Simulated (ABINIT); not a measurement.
# AlSn3 (Pm-3m): from the cell to the phonon bands

How does AlSn3 (Pm-3m) vibrate, and is this structure a minimum?

Method: DFT LDA, scalar-relativistic, plane waves, HGH norm-conserving pseudopotentials, in ABINIT 10.8.3.

Report form: the programs' logs are mostly left out.

The structure was built from a prototype and need not be the compound's stable phase.

**1. Set-up**

The structure is cubic, space group Pm-3m (No. 221). Conventional cell: a = 4.586 Å, b = 4.586 Å, c = 4.586 Å, α = 90.00°, β = 90.00°, γ = 90.00°. Al has 12 Sn at 3.24 Å nearest. Nearest to Sn lie 4 Al at 3.24 Å and 8 Sn at 3.24 Å. Farther neighbours are not listed.

**2. A first look**

A first run with smearing and empty bands tells whether the crystal has a gap, which decides between fixed occupations and smearing later on.

The input, probe.abi:

```
# ground state
tolvrs 1.0d-08
prtden 1
prtwf 1

# basis, mesh and filling
ecut 20.0
ixc 7
ngkpt 4 4 4
nshiftk 1
shiftk 0.0 0.0 0.0
istwfk *1
occopt 7
tsmear 0.005
nband 14
nstep 100
diemac 9.0
prtebands 0
prtgsr 0
useylm 1

# cell and atoms
acell 3*1.0 Angstrom
rprim 
    4.58647571 0.0 0.0
    0.0 4.58647571 0.0
    0.0 0.0 4.58647571
ntypat 2
znucl 13 50
natom 4
typat 1 2 2 2
xred 
    0.0 0.0 0.0
    0.0 0.5 0.5
    0.5 0.0 0.5
    0.5 0.5 0.0
pp_dirpath "./pseudo"
pseudos "Al.hgh, Sn.hgh"
```

Started as:

```bash
$ OMP_NUM_THREADS=1 mpirun -n 4 abinit probe.abi > probe.log
```

Elapsed: 4.8 s, on 4 MPI ranks of Arm Neoverse N1, shared host.

This step gave:

```
volume per atom   : 24.12 Å³
pressure          : -1.368 GPa
gap on the k-mesh : 0 eV
```

No gap opens on this mesh, so smearing is kept; the printed pressure holds the stress of the finite basis too.

**3. Rough relaxation**

The typed start is rough, so a first relaxation with smearing and loose thresholds takes it towards rest cheaply.

The input, prerelax.abi:

```
# relaxation
ionmov 2
optcell 2
dilatmx 1.15
chkdilatmx 0
ntime 40
tolmxf 3.0d-04
tolvrs 1.0d-10
prtwf 0
prtden 0
chksymtnons 0

# basis, mesh and filling
ecut 21.0
ecutsm 3.0
ixc 7
ngkpt 4 4 4
nshiftk 1
shiftk 0.0 0.0 0.0
istwfk *1
occopt 7
tsmear 0.005
nband 14
nstep 100
diemac 1000000.0
prtebands 0
prtgsr 0
useylm 1

# cell and atoms
acell 3*1.0 Angstrom
rprim 
    4.58647571 0.0 0.0
    0.0 4.58647571 0.0
    0.0 0.0 4.58647571
ntypat 2
znucl 13 50
natom 4
typat 1 2 2 2
xred 
    0.0 0.0 0.0
    0.0 0.5 0.5
    0.5 0.0 0.5
    0.5 0.5 0.0
pp_dirpath "./pseudo"
pseudos "Al.hgh, Sn.hgh"
```

Started as:

```bash
$ OMP_NUM_THREADS=1 mpirun -n 4 abinit prerelax.abi > prerelax.log
```

Run time: 24 s. Hardware: 4 MPI ranks; 97 s of CPU time.

Step by step:

```csv
step,energy less that of the first step (eV),largest force (eV/Å),volume (Å³)
1,0.0000,0.0000,96.48
2,-0.0031,0.0000,96.08
3,-0.0109,0.0000,93.91
```

```csv
"conventional cell, symmetrised",before,after,change
a (Å),4.586,4.545,-0.9 %
b (Å),4.586,4.545,-0.9 %
c (Å),4.586,4.545,-0.9 %
volume (Å³/atom),24.12,23.48,-2.7 %
```

Final coordinates:

```xyz
4
Lattice="4.5453 0.0000 0.0000 0.0000 4.5453 0.0000 0.0000 0.0000 4.5453" Properties=species:S:1:pos:R:3 pbc="T T T"
Al    0.0000    0.0000    0.0000
Sn    0.0000    2.2727    2.2727
Sn    2.2727    0.0000    2.2727
Sn    2.2727    2.2727    0.0000
```

Read from the output:

* volume per atom: 23.48 Å³
* pressure: 0.02281 GPa

The volume changes by -2.7 % in this run and stands -2.7 % from the first cell.

**4. Relaxing the cell and atoms**

The harmonic expansion needs vanishing forces, and a free crystal bears no stress, so cell and atoms are brought to rest. Stress is more sensitive to the basis than forces are: the last 3 Ha under the cutoff are smoothed with ecutsm, and the cutoff is raised above that of the later runs.

The input, relax.abi:

```
# relaxation
ionmov 2
optcell 2
dilatmx 1.08
ntime 40
tolmxf 1.0d-05
tolvrs 1.0d-14
prtwf 0
prtden 0
chksymtnons 0

# basis, mesh and filling
ecut 26.0
ecutsm 3.0
ixc 7
ngkpt 6 6 6
nshiftk 1
shiftk 0.0 0.0 0.0
istwfk *1
occopt 7
tsmear 0.01
nband 14
nstep 100
diemac 1000000.0
prtebands 0
prtgsr 0
useylm 1

# cell and atoms
acell 3*1.0 Angstrom
rprim 
    4.545322934 0.0 0.0
    0.0 4.545322934 0.0
    0.0 0.0 4.545322934
ntypat 2
znucl 13 50
natom 4
typat 1 2 2 2
xred 
    0.0 0.0 0.0
    0.0 0.5 0.5
    0.5 0.0 0.5
    0.5 0.5 0.0
pp_dirpath "./pseudo"
pseudos "Al.hgh, Sn.hgh"
```

Started as:

```bash
$ OMP_NUM_THREADS=1 mpirun -n 4 abinit relax.abi > relax.log
```

Wall time 62 s (4 MPI ranks).

The steps of the relaxation:

```csv
step,energy less that of the first step (eV),largest force (eV/Å),volume (Å³)
1,0.0000,0.0000,93.91
2,-0.0005,0.0000,94.06
3,-0.0014,0.0000,94.77
4,-0.0014,0.0000,94.78
```

```csv
"conventional cell, symmetrised",before,after,change
a (Å),4.545,4.559,+0.3 %
b (Å),4.545,4.559,+0.3 %
c (Å),4.545,4.559,+0.3 %
volume (Å³/atom),23.48,23.69,+0.9 %
```

The relaxed structure:

```xyz
4
Lattice="4.5593 0.0000 0.0000 0.0000 4.5593 0.0000 0.0000 0.0000 4.5593" Properties=species:S:1:pos:R:3 pbc="T T T"
Al    0.0000    0.0000    0.0000
Sn    0.0000    2.2797    2.2797
Sn    2.2797    0.0000    2.2797
Sn    2.2797    2.2797    0.0000
```

Numbers from this step:

| Item | Value |
| --- | --- |
| volume per atom | 23.69 Å³ |
| pressure | 7.27e-5 GPa |

The volume changes by +0.9 % in this run and stands -1.8 % from the first cell.

**5. Ground state**

First-order wavefunctions inherit every error of the ground state, hence the very tight tolvrs. Smearing stays on, as the first look found no gap above 0.3 eV.

The input, gs.abi:

```
# ground state
tolvrs 1.0d-16
prtden 1
prtwf 1

# basis, mesh and filling
ecut 20.0
ixc 7
ngkpt 6 6 6
nshiftk 1
shiftk 0.0 0.0 0.0
istwfk *1
occopt 7
tsmear 0.01
nband 14
nstep 100
diemac 1000000.0
prtebands 0
prtgsr 0
useylm 1

# cell and atoms
acell 3*1.0 Angstrom
rprim 
    4.559334533 0.0 0.0
    0.0 4.559334533 0.0
    0.0 0.0 4.559334533
ntypat 2
znucl 13 50
natom 4
typat 1 2 2 2
xred 
    0.0 0.0 0.0
    0.0 0.5 0.5
    0.5 0.0 0.5
    0.5 0.5 0.0
pp_dirpath "./pseudo"
pseudos "Al.hgh, Sn.hgh"
```

Started as:

```bash
$ OMP_NUM_THREADS=1 mpirun -n 4 abinit gs.abi > gs.log
```

Wall time 10 s (4 MPI ranks); 41 s of CPU time.

Numbers from this step:

* pressure: -0.01226 GPa

The cell stands at -0.012 GPa, close enough for phonons.

**6. Zone-centre response**

At q = 0 one unit cell holds all displacements. The response is solved for single atoms along the cell's directions, and symmetry skips those that follow from others. The crystal is treated as a metal, which screens a static field, so no field response is asked.

The input, dfpt_gamma.abi:

```

# common to the responses
getwfk_filepath "gso_WFK"
kptopt 2
nqpt 1
qpt 0.0 0.0 0.0
asr 0
chneut 0

# displacements
rfphon 1
rfatpol 1 4
rfdir 1 1 1
tolvrs 1.0d-10
prtwf 0

# basis, mesh and filling
ecut 20.0
ixc 7
ngkpt 6 6 6
nshiftk 1
shiftk 0.0 0.0 0.0
istwfk *1
occopt 7
tsmear 0.01
nband 14
nstep 100
diemac 1000000.0
prtebands 0
prtgsr 0
useylm 1

# cell and atoms
acell 3*1.0 Angstrom
rprim 
    4.559334533 0.0 0.0
    0.0 4.559334533 0.0
    0.0 0.0 4.559334533
ntypat 2
znucl 13 50
natom 4
typat 1 2 2 2
xred 
    0.0 0.0 0.0
    0.0 0.5 0.5
    0.5 0.0 0.5
    0.5 0.5 0.0
pp_dirpath "./pseudo"
pseudos "Al.hgh, Sn.hgh"
```

Started as:

```bash
$ OMP_NUM_THREADS=1 mpirun -n 4 abinit dfpt_gamma.abi > dfpt_gamma.log
```

Run time: 52 s. Hardware: 4 MPI ranks; 3.4 min of CPU time.

Read from the output:

```
largest acoustic frequency at the zone centre before the sum rule : -0.22 cm⁻¹
highest optical zone-centre mode (no LO-TO term)                  : 135.6 cm⁻¹
lowest optical zone-centre mode                                   : -63.16 cm⁻¹
```

The acoustic modes at Γ come out as far as 0.2 cm⁻¹ from zero, where they should vanish, a small numerical error. The lowest optical mode is imaginary, 63i cm⁻¹, an instability at this level and on this k mesh.

**7. Modes with the sum rule**

anaddb reads the merged derivatives and imposes the acoustic sum rule.

The input, anaddb.abi:

```
ddb_filepath "gamma_DDB"
output_file "anaddb.abo"
outdata_prefix "anaddb"
asr 1
chneut 1
enunit 2
eivec 1
nph1l 1
qph1l 0.0 0.0 0.0 1.0
```

The input, mrgddb.in:

```
gamma_DDB
merged
2
dfpt_gammao_DDB
gso_DDB
```

Started as:

```bash
$ mrgddb < mrgddb.in > mrgddb.log
$ OMP_NUM_THREADS=1 anaddb anaddb.abi > anaddb.log
```

It took 0.56 s on 1 thread.

No LO-TO term; unit eigenvectors of the mass-weighted matrix, from anaddb's displacements. Modes at Γ, with each element's share of the kinetic energy (negative means imaginary):

```csv
mode,frequency (cm⁻¹),symmetry,Al %,Sn %
1,-63.2,T2u,0,100
2,-63.2,T2u,0,100
3,-63.2,T2u,0,100
4,0.0,acoustic,7,93
5,0.0,acoustic,7,93
6,0.0,acoustic,7,93
7,42.1,T1u,42,58
8,42.1,T1u,42,58
9,42.1,T1u,42,58
10,135.6,T1u,51,49
11,135.6,T1u,51,49
12,135.6,T1u,51,49
```

Displacements in mode 1 (-63.2 cm⁻¹), the largest set to 1:
```
Al1  0.00  0.00  0.00
Sn2  0.00  0.00 -1.00
Sn3  0.00  0.00  1.00
Sn4  0.00  0.00  0.00
```

Displacements in mode 10 (135.6 cm⁻¹), the largest set to 1:
```
Al1  0.00  0.00  1.00
Sn2  0.00  0.00 -0.26
Sn3  0.00  0.00 -0.26
Sn4  0.00  0.00  0.29
```

The rule moves no optical mode by more than 0.1 cm⁻¹.

**8. Phonons on a q mesh**

Linear response treats each wavevector in the unit cell, with no supercell; the 2×2×2 mesh fixes the range of the force constants to be had.

The input, dfpt_q.abi:

```
ndtset 3

# wavevectors
qpt1 0.5 0.0 0.0
qpt2 0.5 0.5 0.0
qpt3 0.5 0.5 0.5

# displacements
getwfk_filepath "gso_WFK"
getwfq_filepath "gso_WFK"
kptopt 3
nqpt 1
rfphon 1
rfatpol 1 4
rfdir 1 1 1
tolvrs 1.0d-10
prtwf 0

# basis, mesh and filling
ecut 20.0
ixc 7
ngkpt 6 6 6
nshiftk 1
shiftk 0.0 0.0 0.0
istwfk *1
occopt 7
tsmear 0.01
nband 14
nstep 100
diemac 1000000.0
prtebands 0
prtgsr 0
useylm 1

# cell and atoms
acell 3*1.0 Angstrom
rprim 
    4.559334533 0.0 0.0
    0.0 4.559334533 0.0
    0.0 0.0 4.559334533
ntypat 2
znucl 13 50
natom 4
typat 1 2 2 2
xred 
    0.0 0.0 0.0
    0.0 0.5 0.5
    0.5 0.0 0.5
    0.5 0.5 0.0
pp_dirpath "./pseudo"
pseudos "Al.hgh, Sn.hgh"
```

Started as:

```bash
$ OMP_NUM_THREADS=1 mpirun -n 4 abinit dfpt_q.abi > dfpt_q.log
```

Elapsed: 15 min, on 4 MPI ranks.

Read from the output:

| Item | Value |
| --- | --- |
| lowest mode on the q mesh (acoustic ones at the zone centre apart) | -63.16 cm⁻¹ |

Frequencies (cm⁻¹) before the sum rule at the irreducible wavevectors but Γ, which is solved apart; negative means imaginary. Frequencies by wavevector:

```csv
q (fractions),star,mode 1,mode 2,mode 3,mode 4,mode 10,mode 11,mode 12
0.5 0 0,3,17.17,17.17,44.76,44.76,92.23,92.23,106.4
0.5 0.5 0,3,-33.68,40.22,40.22,51.04,102.6,102.6,102.8
0.5 0.5 0.5,1,-39.97,-39.97,-39.97,47.67,140.1,140.1,141.1
```

**9. Interpolated phonon bands**

anaddb transforms the dynamical matrices to force constants and back along the path; points of the mesh come back as solved, but for the sum rule and, in polar crystals, the LO-TO term at Γ; the rest is interpolation.

The input, anaddb.abi:

```
ddb_filepath "all_DDB"
output_file "anaddb.abo"
outdata_prefix "anaddb"
ifcflag 1
ngqpt 2 2 2
nqshft 1
q1shft 0.0 0.0 0.0
asr 1
chneut 0
dipdip 0
dipquad 0
quadquad 0
enunit 0
eivec 0
nph1l 62
qph1l 
    0.0 0.0 0.0 1.0
    0.0 0.05 0.0 1.0
    0.0 0.1 0.0 1.0
    0.0 0.15 0.0 1.0
    0.0 0.2 0.0 1.0
    0.0 0.25 0.0 1.0
    0.0 0.3 0.0 1.0
    0.0 0.35 0.0 1.0
    0.0 0.4 0.0 1.0
    0.0 0.45 0.0 1.0
    0.0 0.5 0.0 1.0
    0.05 0.5 0.0 1.0
    0.1 0.5 0.0 1.0
    0.15 0.5 0.0 1.0
    0.2 0.5 0.0 1.0
    0.25 0.5 0.0 1.0
    0.3 0.5 0.0 1.0
    0.35 0.5 0.0 1.0
    0.4 0.5 0.0 1.0
    0.45 0.5 0.0 1.0
    0.5 0.5 0.0 1.0
    0.45 0.45 0.0 1.0
    0.4 0.4 0.0 1.0
    0.35 0.35 0.0 1.0
    0.3 0.3 0.0 1.0
    0.25 0.25 0.0 1.0
    0.2 0.2 0.0 1.0
    0.15 0.15 0.0 1.0
    0.1 0.1 0.0 1.0
    0.05 0.05 0.0 1.0
    0.0 0.0 0.0 1.0
    0.05 0.05 0.05 1.0
    0.1 0.1 0.1 1.0
    0.15 0.15 0.15 1.0
    0.2 0.2 0.2 1.0
    0.25 0.25 0.25 1.0
    0.3 0.3 0.3 1.0
    0.35 0.35 0.35 1.0
    0.4 0.4 0.4 1.0
    0.45 0.45 0.45 1.0
    0.5 0.5 0.5 1.0
    0.45 0.5 0.45 1.0
    0.4 0.5 0.4 1.0
    0.35 0.5 0.35 1.0
    0.3 0.5 0.3 1.0
    0.25 0.5 0.25 1.0
    0.2 0.5 0.2 1.0
    0.15 0.5 0.15 1.0
    0.1 0.5 0.1 1.0
    0.05 0.5 0.05 1.0
    0.0 0.5 0.0 1.0
    0.5 0.5 0.5 1.0
    0.5 0.5 0.45 1.0
    0.5 0.5 0.4 1.0
    0.5 0.5 0.35 1.0
    0.5 0.5 0.3 1.0
    0.5 0.5 0.25 1.0
    0.5 0.5 0.2 1.0
    0.5 0.5 0.15 1.0
    0.5 0.5 0.1 1.0
    0.5 0.5 0.05 1.0
    0.5 0.5 0.0 1.0
```

The input, mrgddb.in:

```
all_DDB
merged
4
dfpt_gammao_DDB
dfpt_qo_DS1_DDB
dfpt_qo_DS2_DDB
dfpt_qo_DS3_DDB
```

Started as:

```bash
$ mrgddb < mrgddb.in > mrgddb.log
$ OMP_NUM_THREADS=1 anaddb anaddb.abi > anaddb.log
```

Wall time 0.59 s (1 thread).

Read from the output:

```yaml
lowest_frequency_on_the_path: -63.16 cm⁻¹
```

Anaddb. Phonon branches along the path, in cm⁻¹:

```csv
point,branch 1,branch 2,branch 3,branch 4,branch 9,branch 10,branch 11,branch 12
Γ,-63,-63,-63,0,42,136,136,136
halfway,-46,-46,-25,32,68,121,121,124
X,17,17,45,45,86,92,92,106
halfway,15,31,44,48,94,98,98,104
M,-34,40,40,51,96,103,103,103
halfway,-29,-18,25,26,82,112,113,115
Γ,-63,-63,-63,0,42,136,136,136
halfway,-33,15,15,41,98,113,114,114
R,-40,-40,-40,48,140,140,140,141
halfway,-17,-12,17,51,111,115,115,118
X,17,17,45,45,86,92,92,106
jump to R,-40,-40,-40,48,140,140,140,141
halfway,-37,-18,-18,49,124,125,125,128
M,-34,40,40,51,96,103,103,103
```

The path dips to 63i cm⁻¹.

**10. Density of states**

Sums over the zone need many more wavevectors than were solved, so the interpolation is sampled on a dense mesh.

The input, anaddb.abi:

```
ddb_filepath "all_DDB"
output_file "anaddb.abo"
outdata_prefix "anaddb"
ifcflag 1
ngqpt 2 2 2
nqshft 1
q1shft 0.0 0.0 0.0
asr 1
chneut 0
dipdip 0
dipquad 0
quadquad 0
prtdos 2
ng2qpt 10 10 10
dosdeltae 4.5563e-06
ntemper 11
temperinc 100.0
tempermin 0.0
```

Started as:

```bash
$ OMP_NUM_THREADS=1 anaddb anaddb.abi > anaddb.log
```

Elapsed: 0.75 s, on 1 thread.

Read from the output:

| Property | Result |
| --- | --- |
| share of modes beyond 3i cm⁻¹ on the dense interpolated mesh | 0.1223 |

The phonon density of states has structure finer than the step of the table below, so its rows give means over 5 cm⁻¹, whole bins alone (the curve runs from -93.2 to 171 cm⁻¹). Peaks (cm⁻¹: height): -30.2: 0.0587, 50.8: 0.261, 69.8: 0.185, 107.8: 0.170.

Tetrahedra. Table of phonon density of states by wavenumber; means over each step:

```csv
wavenumber (cm⁻¹),phonon density of states (1/cm⁻¹/cell)
-70,0
-65,2.6e-5
-60,0.00341
-55,0.00803
-50,0.0108
-45,0.0128
-40,0.0180
-35,0.0383
-30,0.0539
-25,0.0476
-20,0.0361
-15,0.0239
-10,0.0204
-5,0.0204
0,0.0210
5,0.0222
10,0.0272
15,0.0350
20,0.0453
25,0.0661
30,0.0667
35,0.0718
40,0.0750
45,0.0803
50,0.175
55,0.132
60,0.137
65,0.128
70,0.142
75,0.0581
80,0.0448
85,0.0294
90,0.0271
95,0.0425
100,0.0704
105,0.131
110,0.160
115,0.127
120,0.0788
125,0.0552
130,0.0367
135,0.0163
140,0.00207
145,0
```

**11. Outcome**

* space group after relaxation: Pm-3m
* volume per atom: 23.7 Å³
* highest optical zone-centre mode (no LO-TO term): 135.6 cm⁻¹
* lowest optical zone-centre mode: -63.2 cm⁻¹
* q mesh: 2×2×2
* lowest mode on the q mesh (acoustic ones at the zone centre apart): -63.2 cm⁻¹
* imaginary modes on the q mesh: yes

**Reading.** AlSn3 (Pm-3m) is unstable: a mode solved on the 2×2×2 mesh is imaginary, 63i cm⁻¹; its spectrum reaches 141 cm⁻¹. At the LDA level the optical modes of AlSn3 (Pm-3m) at the zone centre run from 63i to 136 cm⁻¹, so the structure is a saddle point, with 3 modes beyond 10i cm⁻¹ there. The most unstable solved mode lies at the zone centre, but modes at other wavevectors are imaginary too, so the distortion may enlarge the cell. These are harmonic frequencies at zero temperature: anharmonic shifts and linewidths and thermal expansion are left out. The HGH files keep few electrons and have no core correction, which is cheap but rough for Sn. In a metal the frequencies hang on the k mesh and the smearing, most of all near Kohn anomalies. The runs are without spin polarisation, although the cell has an odd electron count or an open d or f shell, so a magnetic state was not tested. The structure is a hypothetical one, built on a prototype.

[Host names and launcher messages were left out of these logs when they were recorded.]

[Logs are printed without paths, hosts, clocks, repeated set-up lines and the standing remarks that a program may print on its own settings, such as how far it seeks lower states.]

[Hosts, paths, dates, database ids (printed as entryN), source tags and the programs' standing remarks are cut or masked in the printed files.]
